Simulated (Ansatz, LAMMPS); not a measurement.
# Glassy 63GeO2-37SiO2 (mol %) (105 atoms) under strain, part 2 of 3

How stiff is glassy 63GeO2-37SiO2 (mol %) (105 atoms), and how do its levels respond to strain?

Ansatz 0.2.0; Kohn-Sham DFT, PBE, PAW (set soft_2), plane waves.

The cell: 22 Ge, 13 Si and 70 O. The quench rate of 25 K/ps is orders of magnitude faster than experiment. The network of bonds at the start is that of the classical potential that made the cell. Only the Γ point is sampled.

So far. Step 2 (Single point at the start): The r.m.s. force at the start is 0.81 eV/Å. Step 3 (Cell and atoms relaxed): The relaxation converged after 11 steps, with a largest force component of 0.015 eV/Å.

## 4. Single point at the relaxed geometry

The electronic structure is read at the final geometry, in a run of its own.

input.yaml

```yaml
crystal:
  lattice:
    - [11.91836, -0.03344, -0.0907]
    - [-0.03344, 11.80947, -0.22569]
    - [-0.0907, -0.22569, 11.43238]
  atoms:
    - { symbol: Ge, position: [0.56491, 0.2953, 0.4245] }
    - { symbol: Ge, position: [0.05809, 0.62433, 0.24556] }
    - { symbol: Ge, position: [0.74274, 0.77809, 0.78274] }
    - { symbol: Ge, position: [0.69033, 0.13584, 0.2334] }
    - { symbol: Ge, position: [0.74552, 0.39161, 0.61563] }
    - { symbol: Ge, position: [0.1591, 0.78589, 0.63026] }
    [... 93 atom lines left out ...]
    - { symbol: O, position: [0.04577, 0.09812, 0.12571] }
    - { symbol: O, position: [0.42116, 0.67801, 0.85865] }
    - { symbol: O, position: [0.72356, 0.10042, 0.62423] }
    - { symbol: O, position: [0.1228, 0.63283, 0.10815] }
    - { symbol: O, position: [0.3646, 0.44676, 0.01717] }
    - { symbol: O, position: [0.56944, 0.81821, 0.00247] }
kpoints:
  mp_grid: { grid: [1, 1, 1] }
hamiltonian:
  xc: pbe
scf:
  occupations: { method: fixed }
output:
  forces: true
  stress: true
  populations: intrinsic
  dos:
    method: { smearing: { sigma: 0.08 } }
    de: 0.1
    projected: { site_lists: { Ge: [Ge], O: [O], Si: [Si] } }
  eigenvalues: true
  write_density: true
  write_potential: true
  volumetric_format: npy
  elf: true
```

Started as:

```
$ ansatz run input.yaml --threads 4 --pin off --max-ram 12288MiB --backend cpu --events-out ev --progress --plain --runs-dir out
```

Numbers of over 12 decimals in the logs are rounded to 6 here.

What it wrote:

```text
[...]
Crystal: 105 atoms, lattice volume = 1608.384 Å³
Basis set: ecut = 420 eV, 31435 PW (Γ), exchange–correlation on 160×160×160 points (8 copies of the dense FFT grid, shifted against one another)
Bands: 495, of which v1, the nominal top of the filled ones, is band 390 counted from 1 (389 counted from 0)
Symmetry: 1 space group operations
[...]
k-points: 1
[...]
SCF iter   1: F=—  HF=-142507.616351 eV  |F-HF|=—  |Δ(HF+E_count)|=         —  Δρ=2.36e-3  dr2=1.06e-1  ethr=1.77e-3  ⟨swp⟩=5.0  Hψ=1792  notcnv=0  defer=103
[...]
SCF iter   9: F=-142507.614693 eV  HF=-142507.614693 eV  |F-HF|=2.06e-8  |Δ(HF+E_count)|=   5.55e-8  Δρ=2.14e-6  dr2=7.12e-8  ethr=1.28e-11  ⟨swp⟩=19.0  Hψ=4136  notcnv=0
SCF 1 converged in 9 iterations: F = -142507.614693 eV  dr2 = 7.12e-8
[...]
WARN: The input density's exchange-correlation potential varies sharply where the density is thin. Do not read a vacuum level from v_tot or v_xc, or from such a field of the output density. On a cell that repeats whose density bears no net charge and no dipole along the vacuum's axis use v_es (v_loc + v_h of the components); [...]
SCF converged after 9 iterations
Free energy (F): -142507.614693 eV
[...]
Internal energy: -142507.614693 eV  (E = F + TS)
E sigma→0 (E₀):  -142507.614693 eV
Fermi energy:    2.829386 eV
[...]
--- Forces (eV/Å), atoms counted from 1 ---
  atom   1  Ge     0.00827918     0.00401217    -0.00026122
  atom   2  Ge     0.01082312     0.00395197    -0.01313148
  atom   3  Ge    -0.00346982     0.00243811     0.00723996
  atom   4  Ge    -0.00471123    -0.00204025    -0.00227433
  atom   5  Ge    -0.00125038     0.00826748    -0.01197122
  atom   6  Ge     0.00778181    -0.00412079    -0.00298595
  atom   7  Ge    -0.01195723    -0.00496176     0.00609947
  atom   8  Ge     0.00387948    -0.00070744     0.00810922
  atom   9  Ge    -0.00889633    -0.00046722    -0.01362803
  atom  10  Ge    -0.00162293    -0.00738017     0.01034370
  atom  11  Ge    -0.00749632     0.00651022    -0.00292119
  atom  12  Ge    -0.00171826     0.00331513     0.00876553
  atom  13  Ge     0.00083047     0.00953947    -0.00320025
  atom  14  Ge     0.00515602    -0.00161389    -0.00682911
[...]
atom 104  O     -0.00100902     0.00010597    -0.00311075
  atom 105  O      0.00143654     0.00231148    -0.00157104
  max |Σ_I F_I| component: 4.96e-5 eV/Å
--- Stress (GPa, compression-positive) ---
       -0.004856      -0.003898      -0.002813
       -0.003898      -0.006734      -0.004965
       -0.002813      -0.004965      -0.007302
  P = ⅓ Tr σ = -0.0063 GPa (-0.063 kbar)
--- Band table (eV) ---
[...]
--- intrinsic populations: 105 sites ---
  site symbol       q [e]
     0     Ge     12.3786
     1     Ge     12.4091
     2     Ge     12.3737
[...]
104      O      6.8638
  spilling = -0.000000 (of n_electrons = 780.000000)
```

The job ended after 35 s (4 threads of Intel Xeon at 2.80GHz (Skylake/Cascade Lake), shared host; peak memory 2.4 GiB; 2.1 min of CPU time).

The program notes that the exchange-correlation potential is rough where the density is thin.

Numbers from this run:

```
free energy                                      : -142507.6147 eV
free energy per atom                             : -1357.2154 eV/atom
SCF cycles                                       : 9
pressure                                         : -0.006297 GPa
r.m.s. force component                           : 0.0048 eV/Å
longest force                                    : 0.01985 eV/Å
Fermi energy                                     : 2.829 eV
gap (highest filled to lowest empty level) : 2.58 eV
```

## 5. Volume -3 %

The relaxed cell is scaled evenly and the atoms are relaxed again; the stress at the end gives one point of P(V).

input.yaml, the sections that differ from step 4:

```yaml
crystal:
  lattice:
    - [11.79796, -0.0331, -0.08978]
    - [-0.0331, 11.69017, -0.22341]
    - [-0.08978, -0.22341, 11.31689]
  atoms:
    [... the 105 atom lines of step 4 ...]
output:
  forces: true
  eigenvalues: true
  stress: true
relax:
  f_tol: 0.05
  max_steps: 70
# kpoints, hamiltonian, scf: as in step 4
```

What it wrote:

```text
Warning: output.stress: scf.convergence.dr2_threshold = 1e-7 eV (the SCF's general default) is looser than the 1.05e-8 eV advised for a printed stress (1e-10 eV for each atom of the cell: 105). What an SCF threshold leaves in a stress goes as its square root, and in the free energy as the threshold itself, and one threshold admits the most on a small cell: [...]
[...]
Crystal: 105 atoms, lattice volume = 1560.130 Å³
Basis set: ecut = 420 eV, 30495 PW (Γ), exchange–correlation on 160×160×160 points (8 copies of the dense FFT grid, shifted against one another)
Bands: 495, of which v1, the nominal top of the filled ones, is band 390 counted from 1 (389 counted from 0)
Symmetry: 1 space group operations
[...]
k-points: 1
[...]
SCF iter   1: F=—  HF=-142506.956331 eV  |F-HF|=—  |Δ(HF+E_count)|=         —  Δρ=2.32e-3  dr2=1.01e-1  ethr=1.77e-3  ⟨swp⟩=5.0  Hψ=1801  notcnv=0  defer=103
[...]
SCF iter   5: F=—  HF=-142506.954748 eV  |F-HF|=—  |Δ(HF+E_count)|=   1.61e-5  Δρ=1.02e-4  dr2=1.47e-4  ethr=6.28e-8  ⟨swp⟩=2.0  Hψ=675  notcnv=0  defer=103
SCF iter   6: F=-142506.954737 eV  HF=-142506.954738 eV  |F-HF|=8.64e-7  |Δ(HF+E_count)|=   9.88e-6  Δρ=2.79e-5  dr2=1.12e-5  ethr=8.01e-9  ⟨swp⟩=12.0  Hψ=2737  notcnv=0
SCF 1 converged in 6 iterations: F = -142506.954737 eV  dr2 = 1.12e-5
[...]
relax step   1: F+E_penalty+E_count = -142506.95473730 eV  Δ(F+E_penalty+E_count) = +0.000e0 eV  max|allowed force component| = 4.448e-1 eV/Å  Δτ_max = 0.0000 Å  (6 SCF iters, dr2 threshold 6.25e-5 eV, accepted)
[...]
relax step   2: F+E_penalty+E_count = -142507.23967376 eV  Δ(F+E_penalty+E_count) = -2.849e-1 eV  max|allowed force component| = 3.073e-1 eV/Å  Δτ_max = 0.0468 Å  (6 SCF iters, dr2 threshold 1.24e-5 eV, accepted)
[...]
relax step   3: F+E_penalty+E_count = -142507.41142584 eV  Δ(F+E_penalty+E_count) = -1.718e-1 eV  max|allowed force component| = 1.220e-1 eV/Å  Δτ_max = 0.0585 Å  (8 SCF iters, dr2 threshold 5.90e-6 eV, accepted)
relax step   4: F+E_penalty+E_count = -142507.36329873 eV  Δ(F+E_penalty+E_count) = +4.813e-2 eV  max|allowed force component| = 7.890e-1 eV/Å  Δτ_max = 0.2000 Å  (10 SCF iters, rejected (line search))
relax step   5: F+E_penalty+E_count = -142507.44640500 eV  Δ(F+E_penalty+E_count) = -3.498e-2 eV  max|allowed force component| = 9.303e-2 eV/Å  Δτ_max = 0.0586 Å  (10 SCF iters, accepted)
[...]
relax step   6: F+E_penalty+E_count = -142507.45534289 eV  Δ(F+E_penalty+E_count) = -8.938e-3 eV  max|allowed force component| = 4.031e-2 eV/Å  Δτ_max = 0.0814 Å  (9 SCF iters, accepted)
SCF converged after 9 iterations
Free energy (F): -142507.455343 eV
[...]
Internal energy: -142507.455343 eV  (E = F + TS)
E sigma→0 (E₀):  -142507.455343 eV
Fermi energy:    3.133389 eV
[...]
Σ components = -142507.455343   (vs F -142507.455343, Δ=0.00e0)
--- Forces (eV/Å), atoms counted from 1 ---
  atom   1  Ge    -0.01317510     0.00415369     0.01559038
  atom   2  Ge    -0.00589038     0.00927397    -0.00261791
  atom   3  Ge    -0.01968585    -0.01025206     0.00873636
  atom   4  Ge    -0.00922418    -0.00100418    -0.00443581
[...]
atom 105  O      0.00122763    -0.00212743     0.00484352
  max |Σ_I F_I| component: 2.13e-5 eV/Å
--- Stress (GPa, compression-positive) ---
        1.082001      -0.033011       0.043285
       -0.033011       1.269297      -0.108955
        0.043285      -0.108956       1.028896
  P = ⅓ Tr σ = 1.1267 GPa (11.267 kbar)
--- Band table (eV) ---
[...]
--- Relaxed structure (6 steps of the walk, 5 accepted, 0 SCFs on fresh bases) ---
  F+E_penalty+E_count = -142507.45534289 eV   max|allowed force component| = 4.031e-2 eV/Å
  atoms:
    - { symbol: Ge, position: [0.563096, 0.297192, 0.422740] }
    - { symbol: Ge, position: [0.058553, 0.623252, 0.245721] }
    - { symbol: Ge, position: [0.746500, 0.781333, 0.781447] }
    - { symbol: Ge, position: [0.687432, 0.135747, 0.232167] }
[...]
- { symbol: O, position: [0.569406, 0.822992, -6.565551985355036e-5] }
```

The job ended after 2.6 min (4 threads; peak memory 2.4 GiB; 9.5 min of CPU time).

The program notes that the SCF threshold is loose for the stress.

The relaxation converged after 6 steps, 0.501 eV below its start, with a largest force component of 0.040 eV/Å.

Volume -3 %: the energy stands 0.159 eV above that of the reference, at a pressure of 1.13 GPa.

## 6. Volume +3 %

The relaxed cell is scaled to another volume.

Input and log are left out; they have the form of those shown for this kind of step.

The job ended after 4.4 min (4 threads of Intel Xeon at 2.80GHz (Skylake/Cascade Lake), shared host; peak memory 2.5 GiB; 16 min of CPU time).

The relaxation converged after 10 steps, 0.421 eV below its start, with a largest force component of 0.015 eV/Å.

Volume +3 %: the energy stands 0.183 eV above that of the reference, at a pressure of -1.14 GPa.

## 7. Volume -6 %

The relaxed cell is scaled to another volume.

Input and log are left out; they have the form of those shown for this kind of step.

Elapsed: 4.3 min, on 4 threads of Intel Xeon at 2.80GHz (Skylake/Cascade Lake), shared host; peak memory 2.3 GiB; 15 min of CPU time.

The relaxation converged after 12 steps, 2.39 eV below its start, with a largest force component of 0.030 eV/Å.

Volume -6 %: the energy stands 0.404 eV above that of the reference, at a pressure of 1.73 GPa.

## 8. Volume +6 %

The relaxed cell is scaled to another volume.

Input and log are left out; they have the form of those shown for this kind of step.

Wall time 4.1 min (4 threads of Intel Xeon at 2.80GHz (Skylake/Cascade Lake), shared host); peak memory 2.5 GiB; 15 min of CPU time.

The relaxation converged after 10 steps, 1.58 eV below its start, with a largest force component of 0.021 eV/Å.

Volume +6 %: the energy stands 0.673 eV above that of the reference, at a pressure of -2.21 GPa.

## 9. Volume -10 %

The relaxed cell is scaled to another volume.

input.yaml, the sections that differ from step 5:

```yaml
crystal:
  lattice:
    - [11.50705, -0.03229, -0.08757]
    - [-0.03229, 11.40192, -0.2179]
    - [-0.08757, -0.2179, 11.03784]
  atoms:
    [... the 105 atom lines of step 4 ...]
# kpoints, hamiltonian, scf, output, relax: as in step 5
```

What it wrote:

```text
[...]
Crystal: 105 atoms, lattice volume = 1447.545 Å³
Basis set: ecut = 420 eV, 28257 PW (Γ), exchange–correlation on 160×160×150 points (8 copies of the dense FFT grid, shifted against one another)
Bands: 495, of which v1, the nominal top of the filled ones, is band 390 counted from 1 (389 counted from 0)
Symmetry: 1 space group operations
[...]
k-points: 1
[...]
SCF iter   1: F=—  HF=-142499.180150 eV  |F-HF|=—  |Δ(HF+E_count)|=         —  Δρ=2.33e-3  dr2=1.01e-1  ethr=1.77e-3  ⟨swp⟩=5.0  Hψ=1822  notcnv=0  defer=103
[...]
SCF iter   5: F=—  HF=-142499.178995 eV  |F-HF|=—  |Δ(HF+E_count)|=   2.13e-5  Δρ=9.50e-5  dr2=1.11e-4  ethr=4.97e-8  ⟨swp⟩=2.0  Hψ=694  notcnv=0  defer=103
SCF iter   6: F=-142499.178989 eV  HF=-142499.178988 eV  |F-HF|=8.67e-7  |Δ(HF+E_count)|=   6.65e-6  Δρ=2.39e-5  dr2=7.49e-6  ethr=8.01e-9  ⟨swp⟩=14.0  Hψ=2766  notcnv=0
SCF 1 converged in 6 iterations: F = -142499.178989 eV  dr2 = 7.49e-6
[...]
relax step   1: F+E_penalty+E_count = -142499.17898906 eV  Δ(F+E_penalty+E_count) = +0.000e0 eV  max|allowed force component| = 1.734e0 eV/Å  Δτ_max = 0.0000 Å  (6 SCF iters, dr2 threshold 6.25e-5 eV, accepted)
[...]
relax step   2: F+E_penalty+E_count = -142502.73785003 eV  Δ(F+E_penalty+E_count) = -3.559e0 eV  max|allowed force component| = 1.213e0 eV/Å  Δτ_max = 0.1358 Å  (7 SCF iters, dr2 threshold 1.00e-4 eV, accepted)
[...]
relax step   3: F+E_penalty+E_count = -142505.06460054 eV  Δ(F+E_penalty+E_count) = -2.327e0 eV  max|allowed force component| = 8.342e-1 eV/Å  Δτ_max = 0.1950 Å  (8 SCF iters, dr2 threshold 9.19e-5 eV, accepted)
relax step   4: F+E_penalty+E_count = -142505.48663892 eV  Δ(F+E_penalty+E_count) = -4.220e-1 eV  max|allowed force component| = 6.262e-1 eV/Å  Δτ_max = 0.2000 Å  (7 SCF iters, dr2 threshold 1.00e-4 eV, accepted)
relax step   5: F+E_penalty+E_count = -142505.76573408 eV  Δ(F+E_penalty+E_count) = -2.791e-1 eV  max|allowed force component| = 6.967e-1 eV/Å  Δτ_max = 0.1949 Å  (7 SCF iters, dr2 threshold 1.00e-4 eV, accepted)
relax step   6: F+E_penalty+E_count = -142505.97693658 eV  Δ(F+E_penalty+E_count) = -2.112e-1 eV  max|allowed force component| = 3.270e-1 eV/Å  Δτ_max = 0.2000 Å  (7 SCF iters, dr2 threshold 1.00e-4 eV, accepted)
relax step   7: F+E_penalty+E_count = -142505.95292752 eV  Δ(F+E_penalty+E_count) = +2.401e-2 eV  max|allowed force component| = 7.263e-1 eV/Å  Δτ_max = 0.2000 Å  (7 SCF iters, dr2 threshold 2.35e-5 eV, rejected (line search))
relax step   8: F+E_penalty+E_count = -142506.06126547 eV  Δ(F+E_penalty+E_count) = -8.433e-2 eV  max|allowed force component| = 1.634e-1 eV/Å  Δτ_max = 0.1000 Å  (10 SCF iters, accepted)
relax step   9: F+E_penalty+E_count = -142506.08542256 eV  Δ(F+E_penalty+E_count) = -2.416e-2 eV  max|allowed force component| = 7.376e-2 eV/Å  Δτ_max = 0.1000 Å  (7 SCF iters, dr2 threshold 5.88e-6 eV, accepted)
[...]
relax step  10: F+E_penalty+E_count = -142506.09045058 eV  Δ(F+E_penalty+E_count) = -5.028e-3 eV  max|allowed force component| = 4.208e-2 eV/Å  Δτ_max = 0.0815 Å  (9 SCF iters, accepted)
SCF converged after 9 iterations
Free energy (F): -142506.090451 eV
[...]
Internal energy: -142506.090451 eV  (E = F + TS)
E sigma→0 (E₀):  -142506.090451 eV
Fermi energy:    3.958923 eV
[...]
Σ components = -142506.090451   (vs F -142506.090451, Δ=0.00e0)
--- Forces (eV/Å), atoms counted from 1 ---
  atom   1  Ge     0.02387181     0.01862727    -0.00291780
  atom   2  Ge    -0.04207707     0.02428274     0.02671217
  atom   3  Ge     0.01716863    -0.01661855     0.00163823
  atom   4  Ge     0.02259199     0.00224711     0.00683094
[...]
atom 105  O     -0.01065775     0.00252263    -0.00332152
  max |Σ_I F_I| component: 1.78e-5 eV/Å
--- Stress (GPa, compression-positive) ---
        3.798763      -0.157870       0.539551
       -0.157872       4.529520      -0.364308
        0.539550      -0.364307       3.197310
  P = ⅓ Tr σ = 3.8419 GPa (38.419 kbar)
--- Band table (eV) ---
[...]
--- Relaxed structure (10 steps of the walk, 9 accepted, 0 SCFs on fresh bases) ---
  F+E_penalty+E_count = -142506.09045058 eV   max|allowed force component| = 4.208e-2 eV/Å
  atoms:
    - { symbol: Ge, position: [0.558539, 0.299522, 0.416296] }
    - { symbol: Ge, position: [0.055888, 0.622345, 0.249068] }
    - { symbol: Ge, position: [0.756360, 0.789770, 0.782008] }
    - { symbol: Ge, position: [0.684285, 0.138912, 0.226126] }
[...]
- { symbol: O, position: [0.568188, 0.836486, -0.0032328] }
```

Wall time 3.8 min (4 threads); peak memory 2.2 GiB; 13 min of CPU time.

The relaxation converged after 10 steps, 6.91 eV below its start, with a largest force component of 0.042 eV/Å.

Volume -10 %: the energy stands 1.52 eV above that of the reference, at a pressure of 3.84 GPa.

## 10. Stretched by 1 % along x

The relaxed cell is strained along x alone, which gives the stiffness along x and its coupling to y and z.

input.yaml, the sections that differ from step 9:

```yaml
crystal:
  lattice:
    - [12.03754, -0.03344, -0.0907]
    - [-0.03377, 11.80947, -0.22569]
    - [-0.09161, -0.22569, 11.43238]
  atoms:
    [... the 105 atom lines of step 4 ...]
# kpoints, hamiltonian, scf, output, relax: as in step 9
```

What it wrote:

```text
[...]
Crystal: 105 atoms, lattice volume = 1624.467 Å³
Basis set: ecut = 420 eV, 31723 PW (Γ), exchange–correlation on 162×160×160 points (8 copies of the dense FFT grid, shifted against one another)
Bands: 495, of which v1, the nominal top of the filled ones, is band 390 counted from 1 (389 counted from 0)
Symmetry: 1 space group operations
[...]
k-points: 1
[...]
SCF iter   1: F=—  HF=-142507.473488 eV  |F-HF|=—  |Δ(HF+E_count)|=         —  Δρ=2.39e-3  dr2=1.09e-1  ethr=1.77e-3  ⟨swp⟩=5.0  Hψ=1795  notcnv=0  defer=103
[...]
SCF iter   5: F=—  HF=-142507.472032 eV  |F-HF|=—  |Δ(HF+E_count)|=   5.56e-5  Δρ=1.08e-4  dr2=1.80e-4  ethr=8.18e-8  ⟨swp⟩=2.0  Hψ=675  notcnv=0  defer=103
SCF iter   6: F=-142507.472014 eV  HF=-142507.472017 eV  |F-HF|=2.87e-6  |Δ(HF+E_count)|=   1.51e-5  Δρ=3.07e-5  dr2=1.52e-5  ethr=8.01e-9  ⟨swp⟩=12.0  Hψ=2753  notcnv=0
SCF 1 converged in 6 iterations: F = -142507.472014 eV  dr2 = 1.52e-5
[...]
relax step   1: F+E_penalty+E_count = -142507.47201382 eV  Δ(F+E_penalty+E_count) = +0.000e0 eV  max|allowed force component| = 3.829e-1 eV/Å  Δτ_max = 0.0000 Å  (6 SCF iters, dr2 threshold 6.25e-5 eV, accepted)
[...]
relax step   2: F+E_penalty+E_count = -142507.53468847 eV  Δ(F+E_penalty+E_count) = -6.267e-2 eV  max|allowed force component| = 2.508e-1 eV/Å  Δτ_max = 0.0234 Å  (6 SCF iters, dr2 threshold 9.16e-6 eV, accepted)
[...]
relax step   3: F+E_penalty+E_count = -142507.56700242 eV  Δ(F+E_penalty+E_count) = -3.231e-2 eV  max|allowed force component| = 6.261e-2 eV/Å  Δτ_max = 0.0242 Å  (6 SCF iters, dr2 threshold 3.93e-6 eV, accepted)
relax step   4: F+E_penalty+E_count = -142507.54076646 eV  Δ(F+E_penalty+E_count) = +2.624e-2 eV  max|allowed force component| = 1.863e-1 eV/Å  Δτ_max = 0.2000 Å  (10 SCF iters, rejected (line search))
[...]
relax step   5: F+E_penalty+E_count = -142507.57509485 eV  Δ(F+E_penalty+E_count) = -8.092e-3 eV  max|allowed force component| = 4.491e-2 eV/Å  Δτ_max = 0.0727 Å  (9 SCF iters, accepted)
SCF converged after 9 iterations
Free energy (F): -142507.575095 eV
[...]
Internal energy: -142507.575095 eV  (E = F + TS)
E sigma→0 (E₀):  -142507.575095 eV
Fermi energy:    2.729111 eV
[...]
Σ components = -142507.575095   (vs F -142507.575095, Δ=0.00e0)
--- Forces (eV/Å), atoms counted from 1 ---
  atom   1  Ge     0.00617624     0.02875225     0.02200637
  atom   2  Ge     0.01147630     0.00283802     0.00313140
  atom   3  Ge     0.00210075    -0.00133766     0.00360380
  atom   4  Ge     0.00302298    -0.00161697    -0.01237296
[...]
atom 105  O      0.01017158    -0.00008833     0.00487551
  max |Σ_I F_I| component: 6.99e-5 eV/Å
--- Stress (GPa, compression-positive) ---
       -0.675561       0.009371      -0.008459
        0.009372      -0.315841      -0.011850
       -0.008459      -0.011851      -0.218532
  P = ⅓ Tr σ = -0.4033 GPa (-4.033 kbar)
--- Band table (eV) ---
[...]
--- Relaxed structure (5 steps of the walk, 4 accepted, 0 SCFs on fresh bases) ---
  F+E_penalty+E_count = -142507.57509485 eV   max|allowed force component| = 4.491e-2 eV/Å
  atoms:
    - { symbol: Ge, position: [0.563385, 0.295431, 0.425288] }
    - { symbol: Ge, position: [0.056624, 0.625679, 0.246333] }
    - { symbol: Ge, position: [0.741593, 0.776420, 0.782197] }
    - { symbol: Ge, position: [0.690454, 0.135691, 0.234887] }
[...]
- { symbol: O, position: [0.569526, 0.817658, 0.00263424] }
```

It took 2.5 min on 4 threads; peak memory 2.4 GiB.

The relaxation converged after 5 steps, 0.103 eV below its start, with a largest force component of 0.045 eV/Å.

Stretched by 1 % along x: the energy stands 0.0396 eV above that of the reference, at a pressure of -0.403 GPa.

(Continued in part 3 of 3.)

[Logs are printed without paths, hosts, clocks, repeated set-up lines and the standing remarks that a program may print on its own settings, such as how far it seeks lower states.]

[Hosts, paths, dates, database ids (printed as entryN), source tags and the programs' standing remarks are cut or masked in the printed files.]
